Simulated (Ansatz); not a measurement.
**Meshes and cutoff for the phonons of LiCl (Fm-3m)**

Aim: how dense must the meshes and how high the cutoff be for the phonons of LiCl (Fm-3m)?

Program: Ansatz 0.2.0. Level of theory: DFT PBE, scalar-relativistic, plane waves, PAW. Results are calculated unless marked as measured.

The database entry behind the starting cell differs from later determinations by our own check (0.1 to 0.3 % short, probably kX units), so it need not match the best structure at ambient conditions.

### 1. Starting point

It takes space group Fm-3m (No. 225, cubic). Conventional cell: a = 5.150 Å, b = 5.150 Å, c = 5.150 Å, α = 90.00°, β = 90.00°, γ = 90.00°. Li has 6 Cl at 2.58 Å nearest. Nearest to Cl lie 6 Li at 2.58 Å. Farther neighbours and most contacts between anions are not listed.

### 2. Tight relaxation

Phonons need a cell at rest on their own settings, so the relaxation is repeated with tight tolerances on forces and stress on the k mesh and occupations of the first response run.

File input.yaml:

```yaml
crystal:
  lattice:
    - [0.0, 2.5751358477, 2.5751358477]
    - [2.5751358477, 0.0, 2.5751358477]
    - [2.5751358477, 2.5751358477, 0.0]
  atoms:
    - { symbol: Li, position: [0.0, 0.0, 0.0] }
    - { symbol: Cl, position: [0.5, 0.5, 0.5] }
kpoints:
  mp_grid: { grid: [8, 8, 8] }
hamiltonian:
  xc: pbe
scf:
  occupations: { method: fixed }
output:
  forces: true
  stress: true
  eigenvalues: true
relax:
  adjacent_minimum: "off"
  f_tol: 0.001
  max_steps: 60
  cell: { stress_tol: 0.01 }
```

Run with:

```sh
> ansatz run input.yaml --threads 4 --pin off --max-ram 7168MiB --backend cpu --events-out ev --progress --plain --runs-dir out
```

Numbers of over 12 decimals in the logs are rounded to 6 here.

The log of the run:

```text
Engine: ansatz 0.2.0, aarch64-unknown-linux-gnu
Pseudopotentials: kind: paw
Pseudopotential: Li, paw, valence charge 3, recommended cutoff 420 eV (normal), Li.paw.azcp
Pseudopotential: Cl, paw, valence charge 7, recommended cutoff 420 eV (normal), Cl.paw.azcp
Functional definition: PBE
  parameter kappa = 0.804
  parameter beta = 0.066725
  exchange = pbe_x(kappa = kappa, mu = beta*pi^2/3)
[...]
--- Relaxed structure (1 steps of the walk, 1 accepted, 1 SCFs on fresh bases) ---
  F+E_penalty+E_count = -1287.83389627 eV   max|allowed force component| = 1.522e-29 eV/Å   (the final SCF, on the basis selected at the relaxed cell)
  cell:  # Å, volume = 34.1531 Å³
    - [0.0, 2.5751358477, 2.5751358477]
    - [2.5751358477, 0.0, 2.5751358477]
    - [2.5751358477, 2.5751358477, 0.0]
  atoms:
    - { symbol: Li, position: [0.0, 0.0, 0.0] }
    - { symbol: Cl, position: [0.500000, 0.500000, 0.500000] }
[key lines of the parts left out:]
SCF converged after 9 iterations
Free energy (F): -1287.833896 eV
Fermi energy:    1.601200 eV
P = ⅓ Tr σ = 0.0025 GPa (0.025 kbar)
```

The job ended after 0.55 s (4 threads of Arm Neoverse V2, shared host; peak memory 0.28 GiB).

Little changed from the start: no atom moved by 0.005 Å and no cell edge by 0.1 %.

Numbers from this step:

| Property | Result |
| --- | --- |
| pressure | 0.002546 GPa |
| gap on the k-mesh | 6.259 eV |
| volume per atom | 17.08 Å³ |
| direct gap on mesh | 6.259 eV |

The forces vanish by symmetry and the pressure is 0.003 GPa, within the tolerances set. The cell now holds 17.08 Å³/atom.

### 3. Phonons on a q mesh

Stability and thermal properties need the whole zone. Linear response on a 4×4×4 q mesh gives force constants as far as a supercell of that size would, and the tensors from the zone-centre run are typed in so that the long-range dipole term is interpolated apart.

input.yaml, the sections that differ from step 2:

```yaml
output:
  eigenvalues: true
phonons:
  method: dfpt
  qmesh: [4, 4, 4]
  temperatures: { t_max: 1000, t_step: 50 }
  qpath:
    path:
      - [[0.0, 0.0, 0.0], [0.5, 0.0, 0.5], [0.625, 0.25, 0.625]]
      - [[0.375, 0.375, 0.75], [0.0, 0.0, 0.0], [0.5, 0.5, 0.5], [0.5, 0.25, 0.75], [0.5, 0.0, 0.5]]
    npoints: 10
  non_analytic_term:
    high_frequency_dielectric_tensor: [[2.9443, 0.0, 0.0], [0.0, 2.9443, 0.0], [0.0, 0.0, 2.9443]]
    born_effective_charges:
      - { species: Li, tensor: [[1.1875, 0.0, 0.0], [0.0, 1.1875, 0.0], [0.0, 0.0, 1.1875]] }
      - { species: Cl, tensor: [[-1.1875, 0.0, 0.0], [0.0, -1.1875, 0.0], [0.0, 0.0, -1.1875]] }
    source: "zone-centre run at this cell"
# crystal, kpoints, hamiltonian, scf: as in step 2
# relax: removed
```

The log of the run:

```text
[...]
Crystal: 2 atoms, lattice volume = 34.153 Å³
Basis set: ecut = 420 eV, 645 PW (Γ), exchange–correlation on 50×50×50 points (8 copies of the dense FFT grid, shifted against one another)
Bands: 9, of which v1, the nominal top of the filled ones, is band 5 counted from 1 (4 counted from 0)
Symmetry: 48 space group operations
k-points: 29 of 512
[...]
SCF iter   1: F=—  HF=-1287.833970 eV  |F-HF|=—  |Δ(HF+E_count)|=         —  Δρ=2.22e-4  dr2=1.82e-5  ethr=1.77e-3  ⟨swp⟩=5.2  Hψ=1630  notcnv=0  defer=42
[...]
SCF iter   6: F=-1287.833896 eV  HF=-1287.833896 eV  |F-HF|=1.82e-12  |Δ(HF+E_count)|=  1.85e-10  Δρ=6.96e-8  dr2=9.09e-13  ethr=1.00e-12  ⟨swp⟩=7.9  Hψ=1455  notcnv=0
SCF 1 converged in 6 iterations: F = -1287.833896 eV  dr2 = 9.09e-13
[...]
NSCF: frozen V_eff on 29 k-points
[...]
DFPT response loops at q = (0, 0, 0) (fractional): preconditioner auto → none (the input reference at scf.mixing.eps_inf says where Resta's filter doesn't serve); β = 0.50; Broyden in place of MSR1
[...]
SCF converged after 6 iterations
Free energy (F): -1287.833896 eV
[...]
Internal energy: -1287.833896 eV  (E = F + TS)
E sigma→0 (E₀):  -1287.833896 eV
Fermi energy:    1.601200 eV
[...]
--- Band table (eV; the first three rows and the last of 29) ---
[...]
--- Phonons (Γ-DFPT): 2 representative perturbations + reference (Σ response iterations 8) ---
  ASR residual: 1.152e-4 → 0.000e0 eV/Å²; symmetrization residual: 4.610e-7 eV/Å²
  ASR residual per site (eV/Å²): 1.15e-4 9.75e-5
  Γ frequencies (cm⁻¹): 0.00 0.00 0.00 166.97 166.97 166.97
--- Phonons (arbitrary-q DFPT): 8 irreducible q on the 4×4×4 mesh ---
  q = [0.0000, 0.0000, 0.0000] (star 1, of the zone-centre solve; hermiticity 1.55e-6, symmetrization 5.81e-13): -0.00 -0.00 0.00 166.97 166.97 166.97
  q = [0.0000, 0.0000, 0.2500] (star 8, 2 solved perturbations on 288 of 512 k-point pairs; hermiticity 1.71e-7, symmetrization 3.19e-13): 73.93 73.93 142.18 175.92 175.92 385.09
[...]
q = [0.0000, 0.2500, 0.2500] (star 6, 4 solved perturbations in 528 linear systems a pass and spin channel, the states on 164 of 512 k-point pairs; hermiticity 4.05e-8, symmetrization 9.44e-14): 95.25 95.25 141.46 175.72 175.72 310.95
[...]
sum rule: each row above includes the acoustic sum rule's correction from the zone centre's row sums; it moved no ω² by more than (2.12 cm⁻¹)²
  mesh force constants: q→R imaginary residual 9.28e-19; ASR residual 1.152e-4 → 0.000e0 eV/Å²; symmetrization residual 6.661e-16 eV/Å²
  interpolated dispersion: 63 rows × 6 modes
  density of states and harmonic sums: on the 24×24×24 q-mesh, interpolated from the force constants of a 4×4×4 supercell (with the dipole–dipole term of supplied tensors)
  largest difference from the sums on the solved wave vectors: F 1.04e-2 eV, S 1.45e-5 and C_V 3.99e-6 eV/K
  zero-point energy: 0.067173 eV/cell   skipped modes (ω ≤ 0): 3   left out of the sums: 3.62e-5 of the cell's modes: C_V's classical limit lies that fraction below 3 k_B per atom; for a crystal, a wire or a layer, F and S can be off by more, and a phonons.interpolated_qmesh denser along its periods is the remedy for the sampling
```

It took 26 s on 4 threads; peak memory 0.64 GiB; 99 s of CPU time.

Numbers from this step:

| Quantity | Value |
| --- | --- |
| sum-rule residual before enforcement | 1.15e-4 eV/Å² |
| lowest frequency on the path | 0 cm⁻¹ |
| point group | m-3m |
| highest frequency on the path or at a solved wavevector | 387.5 cm⁻¹ |
| mean frequency | 180.6 cm⁻¹ |
| Debye temperature (second moment) | 360 K |
| logarithmic mean frequency | 168 cm⁻¹ |
| highest optical mode at the zone centre (no LO-TO term) | 167.0 cm⁻¹ |
| lowest optical zone-centre mode | 167.0 cm⁻¹ |
| lowest mode on the q mesh (acoustic modes at Γ apart) | 73.93 cm⁻¹ |
| zero-point energy per atom | 33.59 meV |
| heat capacity at 300 K | 23.27 J/(mol atoms K) |
| vibrational entropy at 300 K | 31.19 J/(mol atoms K) |

Frequencies (cm⁻¹) solved at each irreducible wavevector; negative means imaginary. Frequencies by wavevector, by row:

| q in reciprocal lattice units | star | mode 1 | mode 2 | mode 3 | mode 4 | mode 5 | mode 6 |
| --- | --- | --- | --- | --- | --- | --- | --- |
| 0 0 0 | 1 | 0 | 0 | 0 | 167 | 167 | 167 |
| 0 0 0.25 | 8 | 73.9 | 73.9 | 142.2 | 175.9 | 175.9 | 385.1 |
| 0 0 -0.5 | 4 | 102.6 | 102.6 | 185.2 | 185.2 | 201.5 | 387.5 |
| 0 0.25 0.25 | 6 | 95.2 | 95.2 | 141.5 | 175.7 | 175.7 | 310.9 |
| 0 0.25 -0.5 | 24 | 118.8 | 141.7 | 180.9 | 181 | 195 | 289.6 |
| 0 0.25 -0.25 | 12 | 101.9 | 140.2 | 174.1 | 182.5 | 188.8 | 330.3 |
| 0 -0.5 -0.5 | 3 | 127.1 | 127.1 | 180.6 | 180.6 | 190.5 | 209.5 |
| 0.25 -0.5 -0.25 | 6 | 144.2 | 166.8 | 166.8 | 197.2 | 197.2 | 235.9 |

Interpolated from a 4×4×4 q mesh, with the LO-TO term (at Γ the limit along the path; where Γ stands inside the path, tables give the limit on arrival). Phonon branches along the path, in cm⁻¹:

```
    point  branch 1  branch 2  branch 3  branch 4  branch 5  branch 6
        Γ         0         0         0       167       167       383
  halfway        95        95       142       176       176       311
        X       127       127       181       181       190       210
  halfway       127       141       182       188       200       208
        U       125       164       179       186       203       245
jump to K       125       164       179       186       203       245
  halfway        83       110       152       171       190       358
        Γ         0         0         0       167       167       383
  halfway        74        74       142       176       176       385
        L       103       103       185       185       202       388
  halfway       118       141       186       187       195       315
        W       144       167       167       197       197       236
  halfway       138       141       185       187       207       210
        X       127       127       181       181       190       210
```

The phonon branches as a text plot (rows in cm⁻¹):

```
    379 |***                      ******************
    363 |   *                   **                  *
    347 |                      *
    331 |    **              **                      *
    315 |      *                                      *
    299 |                   *                          *
    283 |       *
    266 |                  *                            *
    250 |        *        *
    234 |         **     *                               ***
    218 |           *   *                                   **
    202 |            *******                    *****************
    186 |   ***   ******************         ************   *****
    170 |***   *****      ** *****************           ***
    153 |       *       **  *** *                      **   **
    137 |      *      **         *          *        ** ********
    121 |    **  ************  *           *        * **        *
    105 |       *            ** * **           *******
     89 |   *  *               ***        *  **
     73 |    **                  ****       *
     57 |  **                     **     ***
     40 | **                        **   *
     24 | *                          *  *
      8 |*                            **
         Γ           X  U|K            Γ         L        W     X
```

Symmetry leaves 8 wavevectors to solve. The lowest mode among them, the acoustic zeros apart, lies at q = (0, 0, 0.25) and is real, 73.9 cm⁻¹.

### 4. Another q mesh, q mesh 2×2×2

The q mesh is changed to 2×2×2, to see how far the force constants must reach.

input.yaml, as its differences from that of step 3:

```diff
@@ -18,3 +18,3 @@
   method: dfpt
-  qmesh: [4, 4, 4]
+  qmesh: [2, 2, 2]
   temperatures: { t_max: 1000, t_step: 50 }
```

The log of the run:

```text
[...]
Crystal: 2 atoms, lattice volume = 34.153 Å³
Basis set: ecut = 420 eV, 645 PW (Γ), exchange–correlation on 50×50×50 points (8 copies of the dense FFT grid, shifted against one another)
Bands: 9, of which v1, the nominal top of the filled ones, is band 5 counted from 1 (4 counted from 0)
Symmetry: 48 space group operations
k-points: 29 of 512
[...]
SCF iter   1: F=—  HF=-1287.833970 eV  |F-HF|=—  |Δ(HF+E_count)|=         —  Δρ=2.22e-4  dr2=1.82e-5  ethr=1.77e-3  ⟨swp⟩=5.2  Hψ=1630  notcnv=0  defer=42
[...]
SCF iter   6: F=-1287.833896 eV  HF=-1287.833896 eV  |F-HF|=1.82e-12  |Δ(HF+E_count)|=  1.85e-10  Δρ=6.96e-8  dr2=9.09e-13  ethr=1.00e-12  ⟨swp⟩=7.9  Hψ=1455  notcnv=0
SCF 1 converged in 6 iterations: F = -1287.833896 eV  dr2 = 9.09e-13
[...]
SCF converged after 6 iterations
Free energy (F): -1287.833896 eV
[...]
Internal energy: -1287.833896 eV  (E = F + TS)
E sigma→0 (E₀):  -1287.833896 eV
Fermi energy:    1.601200 eV
[...]
--- Band table (eV; the first three rows and the last of 29) ---
[...]
ASR residual: 1.152e-4 → 0.000e0 eV/Å²; symmetrization residual: 4.610e-7 eV/Å²
  ASR residual per site (eV/Å²): 1.15e-4 9.75e-5
  Γ frequencies (cm⁻¹): 0.00 0.00 0.00 166.97 166.97 166.97
--- Phonons (arbitrary-q DFPT): 3 irreducible q on the 2×2×2 mesh ---
[...]
interpolated dispersion: 63 rows × 6 modes
[...]
```

It took 4.8 s on 4 threads; peak memory 0.46 GiB.

Numbers from this step:

```
mean frequency                                        : 182.4 cm⁻¹
Debye temperature (second moment)                     : 365 K
logarithmic mean frequency                            : 168.7 cm⁻¹
lowest mode on the q mesh (acoustic modes at Γ apart) : 102.6 cm⁻¹
zero-point energy per atom                            : 33.91 meV
heat capacity at 300 K                                : 23.22 J/(mol atoms K)
vibrational entropy at 300 K                          : 31.12 J/(mol atoms K)
```

Frequencies (cm⁻¹) solved at each irreducible wavevector; negative means imaginary. Frequencies by wavevector, by row:

| q in reciprocal lattice units | star | mode 1 | mode 2 | mode 3 | mode 4 | mode 5 | mode 6 |
| --- | --- | --- | --- | --- | --- | --- | --- |
| 0 0 0 | 1 | 0 | 0 | 0 | 167 | 167 | 167 |
| 0 0 -0.5 | 4 | 102.6 | 102.6 | 185.2 | 185.2 | 201.5 | 387.5 |
| 0 -0.5 -0.5 | 3 | 127.1 | 127.1 | 180.6 | 180.6 | 190.5 | 209.5 |

Interpolated from a 2×2×2 q mesh, rough between the solved points, with the LO-TO term (at Γ the limit along the path; where Γ stands inside the path, tables give the limit on arrival). Phonon branches along the path, in cm⁻¹:

| point | branch 1 | branch 2 | branch 3 | branch 4 | branch 5 | branch 6 |
| --- | --- | --- | --- | --- | --- | --- |
| Γ | 0 | 0 | 0 | 167 | 167 | 383 |
| halfway | 95 | 95 | 142 | 199 | 199 | 323 |
| X | 127 | 127 | 181 | 181 | 190 | 210 |
| halfway | 124 | 139 | 178 | 186 | 201 | 213 |
| U | 118 | 159 | 172 | 174 | 222 | 249 |
| jump to K | 118 | 159 | 172 | 174 | 222 | 249 |
| halfway | 89 | 106 | 152 | 152 | 218 | 363 |
| Γ | 0 | 0 | 0 | 167 | 167 | 383 |
| halfway | 77 | 77 | 142 | 174 | 174 | 385 |
| L | 103 | 103 | 185 | 185 | 202 | 388 |
| halfway | 114 | 132 | 178 | 187 | 203 | 327 |
| W | 139 | 161 | 161 | 214 | 215 | 215 |
| halfway | 134 | 138 | 182 | 196 | 197 | 215 |
| X | 127 | 127 | 181 | 181 | 190 | 210 |

The phonon branches as a text plot (rows in cm⁻¹):

```
    379 |***                     *******************
    363 |   *                   *                   *
    347 |    **                *                     *
    331 |      *             **                       *
    315 |                   *
    299 |       *                                      *
    283 |                  *                            *
    266 |        *
    250 |                 *
    234 |         **     * *****                         *
    218 |           * *****     *                       ********
    202 |    *****   * *         *              ******** *  **  *
    186 |   *     *******         ***         ***********    ****
    170 |***     *      ********    **********          ** **
    153 |       *       *** ********                    *****
    137 |      *      **     **  *          *         ** *******
    121 |    **  ***********   *           *        *****      **
    105 |       *           ***** **           *******
     89 |   *  *                **        *  **
     73 |  * **                  ****      **
     57 |   *                     **     **
     40 | **                        **   *
     24 | *                          *  *
      8 |*                            **
         Γ           X  U|K            Γ         L        W     X
```

The mean frequency is 182.4 cm⁻¹, +1.8 cm⁻¹ against the base run.

On this path the spectrum ends at 388 cm⁻¹ (at L). No branch goes imaginary on this path.

### 5. Another q mesh, k-mesh 9×9×9, q mesh 3×3×3

The q mesh is changed to 3×3×3, to see how far the force constants must reach; the k mesh is 9×9×9, against 8×8×8 in the base run, so that the q mesh divides it.

input.yaml, as its differences from that of step 4:

```diff
@@ -9,3 +9,3 @@
 kpoints:
-  mp_grid: { grid: [8, 8, 8] }
+  mp_grid: { grid: [9, 9, 9] }
 hamiltonian:
@@ -18,3 +18,3 @@
   method: dfpt
-  qmesh: [2, 2, 2]
+  qmesh: [3, 3, 3]
   temperatures: { t_max: 1000, t_step: 50 }
```

The log of the run:

```text
[...]
Crystal: 2 atoms, lattice volume = 34.153 Å³
Basis set: ecut = 420 eV, 645 PW (Γ), exchange–correlation on 50×50×50 points (8 copies of the dense FFT grid, shifted against one another)
Bands: 9, of which v1, the nominal top of the filled ones, is band 5 counted from 1 (4 counted from 0)
Symmetry: 48 space group operations
k-points: 35 of 729
[...]
E sigma→0 (E₀):  -1287.833899 eV
Fermi energy:    1.601192 eV
[...]
--- Band table (eV; the first three rows and the last of 35) ---
[...]
ASR residual: 1.194e-4 → 0.000e0 eV/Å²; symmetrization residual: 2.927e-7 eV/Å²
  ASR residual per site (eV/Å²): 1.19e-4 6.61e-6
  Γ frequencies (cm⁻¹): 0.00 0.00 0.00 166.98 166.98 166.98
--- Phonons (arbitrary-q DFPT): 4 irreducible q on the 3×3×3 mesh ---
[...]
interpolated dispersion: 63 rows × 6 modes
[...]
[key lines of the parts left out:]
SCF converged after 8 iterations
Free energy (F): -1287.833899 eV
```

Run time: 16 s. Hardware: 4 threads; peak memory 0.56 GiB; 60 s of CPU time.

Frequencies (cm⁻¹) solved at each irreducible wavevector; negative means imaginary. Frequencies by wavevector, by row:

| q in reciprocal lattice units | star | mode 1 | mode 2 | mode 3 | mode 4 | mode 5 | mode 6 |
| --- | --- | --- | --- | --- | --- | --- | --- |
| 0 0 0 | 1 | 0 | 0 | 0 | 167 | 167 | 167 |
| 0 0 0.3333 | 8 | 89.7 | 89.7 | 174.3 | 180.5 | 180.5 | 386.2 |
| 0 0.3333 0.3333 | 6 | 113.3 | 113.3 | 170 | 178.6 | 178.6 | 265.5 |
| 0 0.3333 -0.3333 | 12 | 120.4 | 168.5 | 174.9 | 181.8 | 199.4 | 277.4 |

The mean frequency is 180.4 cm⁻¹, -0.2 cm⁻¹ against the base run, whose k mesh differs too.

### 6. Another q mesh, k-mesh 12×12×12, q mesh 6×6×6

The q mesh is changed to 6×6×6, to see how far the force constants must reach; the k mesh is 12×12×12, against 8×8×8 in the base run, so that the q mesh divides it.

input.yaml, as its differences from that of step 5:

```diff
@@ -9,3 +9,3 @@
 kpoints:
-  mp_grid: { grid: [9, 9, 9] }
+  mp_grid: { grid: [12, 12, 12] }
 hamiltonian:
@@ -18,3 +18,3 @@
   method: dfpt
-  qmesh: [3, 3, 3]
+  qmesh: [6, 6, 6]
   temperatures: { t_max: 1000, t_step: 50 }
```

The log of the run:

```text
[...]
Crystal: 2 atoms, lattice volume = 34.153 Å³
Basis set: ecut = 420 eV, 645 PW (Γ), exchange–correlation on 50×50×50 points (8 copies of the dense FFT grid, shifted against one another)
Bands: 9, of which v1, the nominal top of the filled ones, is band 5 counted from 1 (4 counted from 0)
Symmetry: 48 space group operations
k-points: 72 of 1728
[...]
E sigma→0 (E₀):  -1287.833900 eV
Fermi energy:    1.603909 eV
[...]
--- Band table (eV; the first three rows and the last of 72) ---
[...]
ASR residual: 1.560e-4 → 0.000e0 eV/Å²; symmetrization residual: 4.914e-7 eV/Å²
  ASR residual per site (eV/Å²): 1.18e-4 1.56e-4
  Γ frequencies (cm⁻¹): 0.00 0.00 0.00 166.98 166.98 166.98
--- Phonons (arbitrary-q DFPT): 16 irreducible q on the 6×6×6 mesh ---
[...]
interpolated dispersion: 63 rows × 6 modes
[...]
[key lines of the parts left out:]
SCF converged after 7 iterations
Free energy (F): -1287.833900 eV
```

The job ended after 4 min (4 threads; peak memory 1.3 GiB).

The mean frequency is 180.6 cm⁻¹, +0.0 cm⁻¹ against the base run, whose k mesh differs too.

[end of part 1 of 3]

[Logs are printed without paths, hosts, clocks, repeated set-up lines and the standing remarks that a program may print on its own settings, such as how far it seeks lower states.]

[Hosts, paths, dates, database ids (printed as entryN), source tags and the programs' standing remarks are cut or masked in the printed files.]
